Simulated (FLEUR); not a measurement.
# Collinear magnetic orders of NiO with FLEUR, part 3 of 3

A self-consistent run ends on one state, which hangs on the start. Several orders of NiO are started in FLEUR and their energies compared.

FLEUR MaX-R8.1; PBE; all-electron FLAPW, Dirac cores, scalar-relativistic bands.

So far, largest spin moment in the muffin-tin sphere (μB): step 2 (start 1: ferro +) 1.52; step 3 (run 2 (antiferro q=(0,1/2,1/2) +-)) 1.49; step 4 (start 3: antiferro q=(0,0,1/2) +-) 1.36.

## Step 5: Start 4: no spin polarisation

Without spin polarisation no moment can form, so the difference from the other runs is what forming moments gains.

The k list default-1 (kpts.xml, not shown) is a Γ-centred 8×8×8 mesh.

inp.xml

```
<?xml version="1.0" encoding="UTF-8" standalone="no"?>
<fleurInput fleurInputVersion="0.39">
   <comment>
      NiO
   </comment>
   <calculationSetup>
      <cutoffs Kmax="4.32" Gmax="13.0" GmaxXC="13.0" numbands="0"/>
      <scfLoop itmax="90" minDistance="0.00002" maxIterBroyd="15" imix="Anderson" alpha="0.05" precondParam="0.0" spinf="2.0" sdNocoIR="T"/>
      <coreElectrons ctail="T" frcor="F" kcrel="0" coretail_lmax="0"/>
      <xcFunctional name="pbe" relativisticCorrections="F"/>
      <magnetism jspins="1"/>
      <soc l_soc="F" theta="0.0" phi="0.0" spav="F"/>
      <expertModes spex="0" secvar="F"/>
      <geometryOptimization l_f="F" forcealpha="1.0" forcemix="BFGS" epsdisp="0.00001" epsforce="0.00001"/>
      <ldaU l_linMix="F" mixParam="0.05" spinf="1.0"/>
   </calculationSetup>
   <cell>
      <bzIntegration valenceElectrons="24.0" mode="hist" fermiSmearingEnergy="0.00110248">
         <kPointListSelection listName="default-1"/>
         <xi:include xmlns:xi="http://www.w3.org/2001/XInclude" href="kpts.xml"> </xi:include>
      </bzIntegration>
      <xi:include xmlns:xi="http://www.w3.org/2001/XInclude" href="sym.xml"> </xi:include>
      <bulkLattice scale="1.0">
         <bravaisMatrix>
            <row-1>    0.0000000000000000     3.9417828250996005     3.9417828250996005</row-1>
            <row-2>    3.9417828250996005     0.0000000000000000     3.9417828250996005</row-2>
            <row-3>    3.9417828250996005     3.9417828250996005     0.0000000000000000</row-3>
         </bravaisMatrix>
      </bulkLattice>
   </cell>
   <atomSpecies>
      <species name="Nickel (Ni)" element="Ni" atomicNumber="28">
         <mtSphere radius="2.46" gridPoints="813" logIncrement="0.015"/>
         <atomicCutoffs lmax="10" lnonsphr="8"/>
         <electronConfig flipSpins="F">
            <coreConfig>(1s1/2) (2s1/2) (2p1/2) (2p3/2)</coreConfig>
            <valenceConfig>(3s1/2) (3p1/2) (3p3/2) (4s1/2) (3d3/2) (3d5/2)</valenceConfig>
            <stateOccupation state="(3d3/2)" spinUp="1.600000" spinDown="1.600000"/>
            <stateOccupation state="(3d5/2)" spinUp="2.400000" spinDown="2.400000"/>
         </electronConfig>
         <energyParameters s="4" p="4" d="3" f="4"/>
         <lo type="SCLO" l="0" n="3" eDeriv="0"/>
         <lo type="SCLO" l="1" n="3" eDeriv="0"/>
      </species>
      <species name="Oxygen (O)" element="O" atomicNumber="8">
         <mtSphere radius="1.39" gridPoints="461" logIncrement="0.023"/>
         <atomicCutoffs lmax="6" lnonsphr="4"/>
         <electronConfig flipSpins="F">
            <coreConfig>(1s1/2)</coreConfig>
            <valenceConfig>(2s1/2) (2p1/2) (2p3/2)</valenceConfig>
            <stateOccupation state="(2p1/2)" spinUp="0.666667" spinDown="0.666667"/>
            <stateOccupation state="(2p3/2)" spinUp="1.333333" spinDown="1.333333"/>
         </electronConfig>
         <energyParameters s="2" p="2" d="3" f="4"/>
      </species>
   </atomSpecies>
   <atomGroups>
      <atomGroup species="Nickel (Ni)">
         <relPos label="                   1">.0000000000 .0000000000 .0000000000</relPos>
         <force calculate="T" relaxXYZ="TTT"/>
      </atomGroup>
      <atomGroup species="Oxygen (O)">
         <relPos label="                   2">1.000/2.000 1.000/2.000 1.000/2.000</relPos>
         <force calculate="T" relaxXYZ="TTT"/>
      </atomGroup>
   </atomGroups>
   <output dos="F" band="F" slice="F">
      <bandDOS minEnergy="-.5*Htr" maxEnergy="0.5*Htr" sigma="0.015" storeEVData="T"/>
      <plotting iplot="0" polar="F">
         <plot TwoD="T" vec1="  1.0  0.0  0.0" vec2="  0.0  1.0  0.0" vec3="  0.0  0.0  1.0" zero="  0.0  0.0  0.0" file="plot"/>
      </plotting>
      <moessbauerParams electricFieldGradient="F" isomerShift="F" coreHyperfine="F" valenceHyperfine="F"/>
   </output>
</fleurInput>
```

crystal.txt

```
NiO
&input film=F cartesian=F /
0.00000000000  2.08590164140  2.08590164140
2.08590164140  0.00000000000  2.08590164140
2.08590164140  2.08590164140  0.00000000000
1.8897261246
1.0 1.0 1.0

2
28 0.00000000000  0.00000000000  0.00000000000
8 0.50000000000  0.50000000000  0.50000000000

&kpt div1=8 div2=8 div3=8 gamma=T /
```

Started as:

```console
$ OMP_NUM_THREADS=1 inpgen -f crystal.txt > inpgen.log  # inp.xml is then edited as shown
$ OMP_NUM_THREADS=1 mpirun -n 4 fleur_MPI > fleur.log
```

What it wrote:

```text
[banner, memory and clock lines left out]
Welcome to FLEUR        (www.flapw.de)
      MaX-Release 8.1          (www.max-centre.eu)

 ========== k-point set info ==========
 Selected k-point list: default-1
 k-point list type: mesh
 0 x 0 x 0
 Number of k points: 32

 [... set-up left out ...]
 Iteration:     1   Distance:      34.60142396 me/bohr^3
 Iteration:     2   Distance:      31.94627735 me/bohr^3
 Iteration:     3   Distance:      15.21529379 me/bohr^3
 Iteration:     4   Distance:      10.52480586 me/bohr^3
 Iteration:     5   Distance:      12.98115451 me/bohr^3
[...]
<FermiEnergy value="0.3276717083" units="Htr"/>
         [... left out ...]
         <totalEnergy value="    -1596.0369256525" units="Htr">
            <sumOfEigenvalues value="     -908.9895568152">
               <coreElectrons value="-892.2372224212"/>
               <valenceElectrons value="-16.7523343940"/>
            </sumOfEigenvalues>
         [... left out ...]
            <freeEnergy value="-1596.0372760812"/>
            <extrapolationTo0K value="-1596.0371008669"/>
         </totalEnergy>
         <densityConvergence units="me/bohr^3">
            <chargeDensity spin="1" distance="0.0000184734"/>
         </densityConvergence>
      </iteration>
```

The job ended after 7.7 s (4 MPI ranks of Intel Xeon Platinum 8375C at 2.90GHz (Ice Lake), shared host; peak memory 0.22 GiB; 30 s of CPU time).

Numbers from this step:

| Property | Result |
| --- | --- |
| free energy | -43430.3868 eV |
| program's band gap on this mesh (in a metal only a level spacing) | 0.02740 eV |
| final state | non-magnetic (no spin polarisation) |

It lies 117 meV a seeded atom over the first start.

## Step 6: Ranking

Free energies are divided by the number of seeded atoms, so that cells of unlike size compare. Wavevectors q in the names are fractions of the primitive cell's reciprocal vectors.

Orders:

```csv
start,final state,typed order kept,energy over the lowest (meV a seeded atom),largest sphere moment (μB),net moment (μB a primitive cell),mesh matched,CPU time (s)
ferro +,ferromagnetic,yes,270.6,1.515,1.824,yes,63.35
"antiferro q=(0,1/2,1/2) +-",antiferromagnetic,yes,309.1,1.486,0,yes,386.6
"antiferro q=(0,0,1/2) +-",antiferromagnetic,yes,0,1.358,0,yes,220.4
no spin polarisation,non-magnetic,-,387.8,0,0,yes,29.99
```

## Step 7: What came out

```
lowest state found                 : antiferromagnetic (typed antiferro q=(0,0,1/2) +-)
largest site spin moment           : 1.36 μB
next finished state                : ferromagnetic, 271 meV a seeded atom higher
energy gained by spin polarisation : 388 meV a seeded atom
```

In words: The lowest state found is antiferromagnetic, reached from the start antiferro q=(0,0,1/2) +-, with moments up to 1.36 μB. The next finished state costs 271 meV a seeded atom. Only 4 starts were tried; other patterns of signs, canted and longer-period orders were not.

[Logs and program files are shortened in this print: banners, set-up blocks, solver, clock and traceback lines can be left out without a mark of their own.]

[Logs are printed without paths, hosts, clocks, repeated set-up lines and the standing remarks that a program may print on its own settings, such as how far it seeks lower states.]

[Hosts, paths, dates, database ids (printed as entryN), source tags and the programs' standing remarks are cut or masked in the printed files.]

[Where a cell is said to come from a database of computed structures, the database is the Materials Project.]
